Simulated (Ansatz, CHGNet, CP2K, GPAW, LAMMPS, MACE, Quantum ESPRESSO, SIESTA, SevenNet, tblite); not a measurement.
## Quantum ESPRESSO runs on glassy 69SiO2-19Al2O3-6SrO-6Li2O (mol %) (106 atoms)

Wanted: Quantum ESPRESSO inputs and outputs for glassy 69SiO2-19Al2O3-6SrO-6Li2O (mol %) (106 atoms), checked against a plane-wave reference.

Program: Quantum ESPRESSO 7.5. Level of theory: the method is named at each step. Results are calculated unless marked as measured.

## (1) The starting structure

The cell holds 106 atoms: 22 Si, 12 Al, 2 Sr, 4 Li and 66 O. Cell: a = 11.659 Å, b = 11.659 Å, c = 11.659 Å, α = 90.0°, β = 90.0°, γ = 90.0°. 106 atoms (22 Si, 12 Al, 2 Sr, 4 Li, 66 O) placed at random at 2.31 g/cm³, melted at 4000 K for 10 ps at fixed volume with the Morse and Coulomb pair potential with partial charges (Pedone, Malavasi, Menziani, Cormack and Segre, J. Phys. Chem. B 110, 11780 (2006)). Quenched from 4000 K to 300 K at 50 K/ps and fixed volume, held 5 ps.

The yardstick, on the same geometry:

* method: Kohn-Sham DFT, PBE, PAW, plane waves (Ansatz 0.2.0); cutoff 420 eV, Γ point, fermi-dirac smearing of 0.05 eV; PAW set soft_2
* r.m.s. force component: 1.295 eV/Å
* longest force: 5.151 eV/Å
* pressure: 1.596 GPa
* gap (highest filled to lowest empty level): 2.915 eV
* SCF cycles: 9
* time: 11 s on 8 threads of Arm Neoverse V2, shared host
* CPU time: 83 s

## (2) PBE, sssp-1.3.0-efficiency, 60/480 Ry

Method: Kohn-Sham DFT, PBE, SSSP efficiency 1.3.0 pseudopotentials, plane waves.

Contents of pw.in:

```
&control
  calculation = 'scf'
  pseudo_dir = './pseudo'
  outdir = './tmp'
  disk_io = 'none'
  tprnfor = .true.
  tstress = .true.
/
&system
  ibrav = 0
  nat = 106
  ntyp = 5
  ecutwfc = 60
  ecutrho = 480
  nosym = .true.
  occupations = 'smearing'
  smearing = 'fd'
  degauss = 0.003675
/
&electrons
  conv_thr = 5.3e-07
  electron_maxstep = 100
  mixing_beta = 0.4
  mixing_mode = 'plain'
  diagonalization = 'david'
/
ATOMIC_SPECIES
Si 28.085 Si.upf
Al 26.982 Al.upf
Sr 87.620 Sr.upf
Li 6.940 Li.upf
O 15.999 O.upf
CELL_PARAMETERS angstrom
11.65850 0.00000 0.00000
0.00000 11.65850 0.00000
0.00000 0.00000 11.65850
ATOMIC_POSITIONS crystal
Si 0.28986 0.98696 0.72095
Si 0.46497 0.47897 0.37632
Si 0.86756 0.60227 0.55702
Si 0.07645 0.11462 0.60846
Si 0.35528 0.12961 0.38646
Si 0.07948 0.62937 0.86353
Si 0.64768 0.83036 0.21743
Si 0.27953 0.40789 0.20722
Si 0.86162 0.71171 0.13052
Si 0.49198 0.28528 0.07973
Si 0.87828 0.08836 0.79118
Si 0.01057 0.02041 0.34711
Si 0.76462 0.06518 0.23154
Si 0.71918 0.23546 0.61794
Si 0.86819 0.34836 0.41632
Si 0.25927 0.71002 0.68309
Si 0.95106 0.87014 0.93259
Si 0.89122 0.22075 0.02832
Si 0.50109 0.61745 0.61666
Si 0.22024 0.64672 0.10028
Si 0.11945 0.18784 0.15641
Si 0.06734 0.75975 0.27910
Al 0.52014 0.04211 0.57763
Al 0.19100 0.99755 0.97042
Al 0.14041 0.31104 0.46837
Al 0.73919 0.36283 0.15838
Al 0.71307 0.48424 0.74617
Al 0.48357 0.65747 0.14527
Al 0.34574 0.05042 0.11787
Al 0.66622 0.81058 0.50413
Al 0.61538 0.48585 0.98677
Al 0.59120 0.25250 0.32543
Al 0.13427 0.60000 0.49139
Al 0.86874 0.49327 0.95948
Sr 0.40961 0.81040 0.41147
Sr 0.42630 0.77298 0.91741
Li 0.68803 0.57624 0.26117
Li 0.41200 0.10369 0.88145
Li 0.73281 0.04512 0.45998
Li 0.13100 0.40188 0.66287
O 0.78736 0.71462 0.52026
O 0.73086 0.71812 0.17321
O 0.88320 0.60072 0.05053
O 0.38696 0.36810 0.12558
O 0.78149 0.13594 0.70766
O 0.43710 0.16213 0.05953
O 0.99454 0.09184 0.71884
O 0.88151 0.95604 0.84694
O 0.25397 0.20627 0.42989
O 0.20802 0.11342 0.07808
O 0.34280 0.44350 0.31844
O 0.54234 0.72649 0.55470
O 0.00154 0.63562 0.54704
O 0.63732 0.82589 0.35160
O 0.53877 0.60958 0.01657
O 0.50303 0.58280 0.28366
[... 46 atom lines left out ...]
O 0.42594 0.02358 0.70639
O 0.32831 0.04575 0.26829
O 0.88562 0.82306 0.04812
O 0.73590 0.48776 0.89022
K_POINTS gamma
```

Run with:

```console
$ OMP_NUM_THREADS=1 mpirun -np 4 pw.x -in pw.in > output.txt
```

What it wrote:

```text
Program PWSCF
     gamma-point specific algorithms are used
     one sub-group per band group will be used
     scalapack distributed-memory algorithm (size of sub-group:  2*  2 procs)
     Parallelization info
     sticks:   dense  smooth     PW     G-vecs:    dense   smooth      PW
     Min        4627    2315    578               474780   167832   20970
     Max        4630    2318    579               474790   167846   20977
     Sum       18513    9265   2313              1899137   671349   83887
     bravais-lattice index     =            0
     lattice parameter (alat)  =      22.0314  a.u.
     unit-cell volume          =   10693.6172 (a.u.)^3
     number of atoms/cell      =          106
     number of atomic types    =            5
     number of electrons       =       552.00
     number of Kohn-Sham states=          331
     kinetic-energy cutoff     =      60.0000  Ry
     charge density cutoff     =     480.0000  Ry
     scf convergence threshold =      5.3E-07
     mixing beta               =       0.4000
     number of iterations used =            8  plain     mixing
     Exchange-correlation= SLA  PW   PBX  PBC
                           (   1   4   3   4   0   0   0)
     crystal axes: (cart. coord. in units of alat)
               a(1) = (   1.000000   0.000000   0.000000 )
               a(2) = (   0.000000   1.000000   0.000000 )
               a(3) = (   0.000000   0.000000   1.000000 )
     reciprocal axes: (cart. coord. in units 2 pi/alat)
               b(1) = (  1.000000  0.000000  0.000000 )
               b(2) = (  0.000000  1.000000  0.000000 )
               b(3) = (  0.000000  0.000000  1.000000 )
     PseudoPot. # 1 for Si:
     Pseudo is Ultrasoft + core correction, Zval =  4.0
     PseudoPot. # 2 for Al:
     Pseudo is Projector augmented-wave + core cor, Zval =  3.0
     PseudoPot. # 3 for Sr:
     Pseudo is Ultrasoft + core correction, Zval = 10.0
     PseudoPot. # 4 for Li:
     Pseudo is Ultrasoft, Zval =  3.0
     PseudoPot. # 5 for O :
     Pseudo is Projector augmented-wave + core cor, Zval =  6.0
     atomic species   valence    mass     pseudopotential
     Si                4.00    28.08500     Si( 1.00)
     Al                3.00    26.98200     Al( 1.00)
     Sr               10.00    87.62000     Sr( 1.00)
     Li                3.00     6.94000     Li( 1.00)
     O                 6.00    15.99900     O ( 1.00)
     No symmetry found
   Cartesian axes
     number of k points=     1  Fermi-Dirac smearing, width (Ry)=  0.0037
                       cart. coord. in units 2pi/alat
        k(    1) = (   0.0000000   0.0000000   0.0000000), wk =   2.0000000
     Dense  grid:   949569 G-vectors     FFT dimensions: ( 160, 160, 160)
     Smooth grid:   335675 G-vectors     FFT dimensions: ( 120, 120, 120)
     Initial potential from superposition of free atoms
     starting charge     550.0898, renormalised to     552.0000
     negative rho (up, down):  1.281E-01 0.000E+00
     Starting wfcs are  446 randomized atomic wfcs
     Self-consistent Calculation
     iteration #  1     ecut=    60.00 Ry     beta= 0.40
     negative rho (up, down):  1.285E-01 0.000E+00
     total energy              =   -3678.10479329 Ry
     estimated scf accuracy    <      27.74615110 Ry
     iteration #  2     ecut=    60.00 Ry     beta= 0.40
     negative rho (up, down):  1.298E-01 0.000E+00
     total energy              =   -3684.58160360 Ry
     estimated scf accuracy    <       1.07225723 Ry
     iteration #  3     ecut=    60.00 Ry     beta= 0.40
     negative rho (up, down):  1.317E-01 0.000E+00
     total energy              =   -3684.63052522 Ry
     estimated scf accuracy    <       0.47111187 Ry
     iteration #  4     ecut=    60.00 Ry     beta= 0.40
     negative rho (up, down):  1.325E-01 0.000E+00
     total energy              =   -3684.69809784 Ry
     estimated scf accuracy    <       0.08011043 Ry
     iteration #  5     ecut=    60.00 Ry     beta= 0.40
     negative rho (up, down):  1.324E-01 0.000E+00
     total energy              =   -3684.69223756 Ry
     estimated scf accuracy    <       0.02079314 Ry
     iteration #  6     ecut=    60.00 Ry     beta= 0.40
[...]
total energy              =   -3684.69654222 Ry
     estimated scf accuracy    <       0.00086438 Ry
     iteration #  7     ecut=    60.00 Ry     beta= 0.40
[...]
total energy              =   -3684.69692307 Ry
     estimated scf accuracy    <       0.00013085 Ry
     iteration #  8     ecut=    60.00 Ry     beta= 0.40
[...]
total energy              =   -3684.69692489 Ry
     estimated scf accuracy    <       0.00005901 Ry
     iteration #  9     ecut=    60.00 Ry     beta= 0.40
[...]
total energy              =   -3684.69694374 Ry
     estimated scf accuracy    <       0.00001150 Ry
     iteration # 10     ecut=    60.00 Ry     beta= 0.40
[...]
total energy              =   -3684.69694437 Ry
     estimated scf accuracy    <       0.00000193 Ry
     iteration # 11     ecut=    60.00 Ry     beta= 0.40
     negative rho (up, down):  1.323E-01 0.000E+00
     End of self-consistent calculation
          k = 0.0000 0.0000 0.0000 ( 41944 PWs)   bands (ev):
   -43.0597 -42.5234 -41.7389 -41.6435 -32.3264 -32.0488 -18.4751 -17.8472
   -17.8357 -17.6245 -17.5805 -17.4283 -17.2777 -17.2328 -17.1602 -17.0419
   -17.0288 -16.9549 -16.8562 -16.7601 -16.7104 -16.6358 -16.6069 -16.5722
   -16.5298 -16.4038 -16.3759 -16.2637 -16.2590 -16.1305 -16.0342 -16.0188
   -15.9736 -15.9204 -15.9146 -15.8487 -15.7702 -15.7186 -15.6883 -15.6548
   -15.6005 -15.5689 -15.5401 -15.5074 -15.4907 -15.4714 -15.3952 -15.3616
[...]
9.3217   9.3720   9.4297   9.5357   9.6172   9.6982   9.8108   9.8599
     9.8975   9.9449  10.0027  10.0427  10.1220  10.1384  10.2294  10.2460
    10.2919  10.3446  10.3667  10.3933  10.4402  10.4578  10.4910  10.5555
    10.6062  10.6448  10.6717
     the Fermi energy is     4.3303 ev
!    total energy              =   -3684.69694505 Ry
     estimated scf accuracy    <       0.00000020 Ry
     smearing contrib. (-TS)   =      -0.00000000 Ry
     internal energy E=F+TS    =   -3684.69694505 Ry
     The total energy is F=E-TS. E is the sum of the following terms:
     one-electron contribution =   -1941.35419026 Ry
     hartree contribution      =    1242.86719877 Ry
     xc contribution           =    -720.70680076 Ry
     ewald contribution        =   -1222.46596115 Ry
     one-center paw contrib.   =   -1043.03719165 Ry
     convergence has been achieved in  11 iterations
     negative rho (up, down):  1.323E-01 0.000E+00
     Forces acting on atoms (cartesian axes, Ry/au):
     atom    1 type  1   force =    -0.01554379   -0.03319935   -0.09497727
     atom    2 type  1   force =     0.06187541    0.03226714   -0.01024741
     atom    3 type  1   force =     0.00498584    0.02186148   -0.07531012
     atom    4 type  1   force =     0.04206768   -0.12973417   -0.05316346
     atom    5 type  1   force =     0.00036053   -0.10775496   -0.06916266
     atom    6 type  1   force =    -0.04321189    0.09790913    0.03207483
[...]
atom  104 type  5   force =    -0.00320758   -0.01802722    0.00404115
     atom  105 type  5   force =    -0.01805684    0.04425894   -0.03907052
     atom  106 type  5   force =    -0.01785941    0.01023856    0.04342278
     Total force =     0.919338     Total SCF correction =     0.001021
     Computing stress (Cartesian axis) and pressure
     negative rho (up, down):  1.323E-01 0.000E+00
          total   stress  (Ry/bohr**3)                   (kbar)     P=       18.59
   0.00021416   0.00008714   0.00007872           31.50       12.82       11.58
   0.00008714  -0.00000423  -0.00002319           12.82       -0.62       -3.41
   0.00007872  -0.00002319   0.00016921           11.58       -3.41       24.89
     Message from routine punch:
     Nothing written, as per user request (disk_io='none')
```

It took 4.8 min on 4 MPI ranks of Arm Neoverse V2, shared host; peak memory 5.3 GiB; 19 min of CPU time.

Banners, paths, timers and routine set-up lines are dropped from the logs unmarked, and long logs keep their key lines alone; longer cuts are marked.

Numbers from this run, and their distance from the reference:

```
r.m.s. force component                           : 1.325 eV/Å
r.m.s. difference of force components            : 40.14 meV/Å
longest difference of force vectors              : 223.2 meV/Å
force difference over r.m.s. force               : 3.101 %
slope of forces against the reference's          : 1.024
correlation of force components                  : 0.9998
gap (highest filled to lowest empty level) : 2.915 eV
gap difference                                   : 0.0001 eV
pressure                                         : 1.859 GPa
pressure difference                              : 0.2634 GPa
```

Length of the force difference by element (eV/Å):

```
element  atoms    mean    most
     Al     12   0.091    0.20
     Li      4  0.0031   0.005
      O     66   0.056    0.22
     Si     22   0.057    0.11
     Sr      2  0.0033  0.0037
```

Levels nearest the highest filled one (eV from it): -1.21, -1.17, -1.13, -1.09, -1.05, -0.93, -0.90, -0.78, -0.50, -0.18, -0.03, 0.00, 2.92, 3.80, 4.30, 4.36, 4.51, 4.57, 4.77, 4.84, 4.92, 4.98, 5.09, 5.26.

Local excerpt of 10 atoms (numbers count through the whole input) about Al33, picked at random; x, y, z are measured from there.

```csv
atom,x,y,z,distance (Å),bonds,Fx,Fy,Fz (eV/Å)
Al33,0.00,0.00,0.00,0.00,4,-0.87,0.20,-0.90
O53,-1.55,0.42,0.65,1.73,2,-0.06,0.14,0.96
O62,0.44,-1.68,0.19,1.75,3,-0.01,-1.02,0.78
O96,-0.10,0.75,-1.60,1.77,2,0.70,-0.51,1.08
O83,1.24,1.06,0.69,1.77,3,0.07,0.73,-1.49
Si16,1.46,1.28,2.23,2.96,4,0.12,1.54,-1.84
Li40,-0.04,-2.31,2.00,3.06,2,-0.16,0.16,-0.20
O97,0.38,0.49,3.04,3.10,2,-2.36,-1.84,1.97
Si22,-0.78,1.86,-2.47,3.19,4,0.50,0.00,-0.20
Si3,-3.11,0.03,0.77,3.20,4,0.13,0.56,-1.94
```

Forces lie 3.1 % from the reference's, at 14 times its CPU time (on 4 against 8 cores).

## (3) PBE, sssp-1.3.0-efficiency, 20/160 Ry

Method: Kohn-Sham DFT, PBE, SSSP efficiency 1.3.0 pseudopotentials, plane waves.

Edit pw.in of step 2 so:

```diff
@@ -12,4 +12,4 @@
   ntyp = 5
-  ecutwfc = 60
-  ecutrho = 480
+  ecutwfc = 20
+  ecutrho = 160
   nosym = .true.
```

Run with:

```console
$ OMP_NUM_THREADS=1 mpirun -np 2 pw.x -in pw.in > output.txt
```

What it wrote:

```text
[banner, memory and clock lines left out]
Program PWSCF
     gamma-point specific algorithms are used
     bravais-lattice index     =            0
     lattice parameter (alat)  =      22.0314  a.u.
     unit-cell volume          =   10693.6172 (a.u.)^3
     number of atoms/cell      =          106
     number of atomic types    =            5
     number of electrons       =       552.00
     number of Kohn-Sham states=          331
     kinetic-energy cutoff     =      20.0000  Ry
[... lines left out ...]
     scf convergence threshold =      5.3E-07
[... lines left out ...]
     number of k points=     1  Fermi-Dirac smearing, width (Ry)=  0.0037
[... lines left out ...]
     total energy              =   -3642.73529214 Ry
[... lines left out ...]
     total energy              =   -3643.11165479 Ry
[... lines left out ...]
     total energy              =   -3643.04866040 Ry
[... lines left out ...]
     total energy              =   -3643.07286845 Ry
[... lines left out ...]
     total energy              =   -3643.07291484 Ry
[... lines left out ...]
   -18.3836 -18.3421 -18.2144 -18.1289 -18.1168 -18.0533 -17.9907 -17.9467
[...]
9.8649   9.9402   9.9902  10.0638  10.0992  10.1662  10.2071  10.2465
    10.3031  10.3116  10.3354  10.4230  10.4461  10.4574  10.5042  10.5560
    10.5872  10.6374  10.6582
     the Fermi energy is     4.3411 ev
!    total energy              =   -3643.07294058 Ry
     estimated scf accuracy    <       0.00000020 Ry
     smearing contrib. (-TS)   =      -0.00000000 Ry
     internal energy E=F+TS    =   -3643.07294058 Ry
     The total energy is F=E-TS. E is the sum of the following terms:
     one-electron contribution =   -1860.24734559 Ry
     hartree contribution      =    1195.65164908 Ry
     xc contribution           =    -710.99597450 Ry
     ewald contribution        =   -1222.46596245 Ry
     one-center paw contrib.   =   -1045.01530713 Ry
     convergence has been achieved in   9 iterations
     negative rho (up, down):  1.345E-01 0.000E+00
     Forces acting on atoms (cartesian axes, Ry/au):
     atom    1 type  1   force =    -0.01272050   -0.04570222   -0.10576046
     atom    2 type  1   force =     0.06320076    0.02897189   -0.01006264
     atom    3 type  1   force =     0.00184151    0.02096777   -0.08840054
[...]
atom  105 type  5   force =    -0.01931017    0.06290240   -0.04675522
     atom  106 type  5   force =    -0.01535066    0.00363480    0.04070801
     Total force =     1.071643     Total SCF correction =     0.000795
     Computing stress (Cartesian axis) and pressure
     negative rho (up, down):  1.345E-01 0.000E+00
          total   stress  (Ry/bohr**3)                   (kbar)     P=    -1472.40
  -0.00992345   0.00008510   0.00007231        -1459.79       12.52       10.64
   0.00008510  -0.01013818  -0.00002027           12.52    -1491.38       -2.98
   0.00007231  -0.00002027  -0.00996582           10.64       -2.98    -1466.02
     Message from routine punch:
     Nothing written, as per user request (disk_io='none')
```

Run time: 95 s. Hardware: 2 MPI ranks; peak memory 1.1 GiB.

Against the reference:

```yaml
r_m_s_force_component: 1.545 eV/Å
r_m_s_difference_of_force_components: 326.8 meV/Å
longest_difference_of_force_vectors: 1648 meV/Å
force_difference_over_r_m_s_force: 25.24 %
slope_of_forces_against_the_reference_s: 1.18
correlation_of_force_components: 0.989
spacing_of_highest_filled_and_lowest_empty_level: 2.433 eV
gap_difference: -0.4828 eV
pressure: -147.2 GPa
pressure_difference: -148.8 GPa
energy_less_the_same_level_run_s: 5343 meV/atom
r_m_s_force_difference_from_the_same_level_run: 301.6 meV/Å
```

This is a coarse setting, run to see what it loses.

Against the first run (3.1 %), the force difference from the reference is 25 %, at 0.17 times the CPU time (on 2 against 4 cores): the cutoff matters here.

## (4) The ladder

Differences are against the plane-wave reference, forces as r.m.s. over components; share is that over the reference's r.m.s. force, slope the least-squares factor from reference forces to these. Total energies of different programs have different zeros and aren't compared.

```
                                              run  Δ force, r.m.s. (meV/Å)  share (%)  slope  Δ pressure (GPa)  Δ gap (eV)  cores  CPU time  memory (GiB)
                                        reference                        -          -      -                 -           -      8      83 s           2.0
         QE PBE, sssp-1.3.0-efficiency, 60/480 Ry                     40.1       3.10  1.024             0.263      1.0e-4      4    19 min           5.3
QE PBE, sssp-1.3.0-efficiency, 20/160 Ry (coarse)                      327       25.2  1.180              -149      -0.483      2   3.2 min           1.1
```

Rows marked coarse were listed beforehand as settings not expected to be converged; some can still land near the reference.

CPU time is summed over cores on a shared host, where runs went side by side, so it is rough. Symmetry, cutoffs, thresholds, outputs and thread counts weren't matched or tuned between programs; memory under MPI is the largest rank's times the ranks.

Within one program, basis, potentials and functional, energies share a zero. Each run against its twin at the usual cutoff or grid and solver:

```csv
run,twin,Δ energy (meV/atom),"Δ force, r.m.s. (meV/Å)",CPU time over the twin's
"QE PBE, sssp-1.3.0-efficiency, 20/160 Ry","sssp-1.3.0-efficiency, 60/480 Ry",5343,302,0.17 (this twin ran on 4 cores)
```

## (5) Outcome

```yaml
nearest_in_forces: QE PBE, sssp-1.3.0-efficiency, 60/480 Ry, 3.1 %
its_cpu_time: 19 min
```

PBE on plane waves or a grid with other potentials, cutoffs or grids, coarse settings apart, differs from the reference by 3.1 % (QE PBE, sssp-1.3.0-efficiency, 60/480 Ry) of the r.m.s. force; this holds the reference's own error, so differences of a few per cent don't tell which side is nearer the exact PBE result (QE's 60 Ry are 816 eV, against the reference's 420 eV). Runs with settings chosen to be coarse differ by 25 % (QE PBE, sssp-1.3.0-efficiency, 20/160 Ry), their programs' other errors included. None of the electronic-structure runs in the table takes under half the reference's CPU time of 83 s; they take 2.3 to 14 times as much. QE PBE, sssp-1.3.0-efficiency, 20/160 Ry stiffens the forces by a factor of 1.18 while following their directions (correlation 0.989); the slopes of the 2 Quantum ESPRESSO runs lie between 1.02 and 1.18. At the same functional, gaps differ from the reference's 2.92 eV by between -0.48 and +0.00 eV. In pressure, QE PBE, sssp-1.3.0-efficiency, 20/160 Ry misses by -148.8 GPa, at the same functional; a cutoff this low leaves a large Pulay stress. The quench rate of 50 K/ps is many orders above laboratory rates, so the cell is likely richer in defects and strain than a real sample. The network of bonds at the start is that of the classical potential that made the cell, and needn't be the one that DFT or experiment would give. The reference's stress is far from hydrostatic: its diagonal is 2.9, -0.3, 2.2 GPa, compression counted positive. The electronic-structure runs sample only Γ, in a cell whose shortest periodic width is 12 Å.

[Also dropped from logs without a mark: logging warnings of Python, and SIESTA's first energy breakdown and zero terms.]

[Logs are printed without paths, hosts, clocks, repeated set-up lines and the standing remarks that a program may print on its own settings, such as how far it seeks lower states.]

[Hosts, paths, dates, database ids (printed as entryN), source tags and the programs' standing remarks are cut or masked in the printed files.]
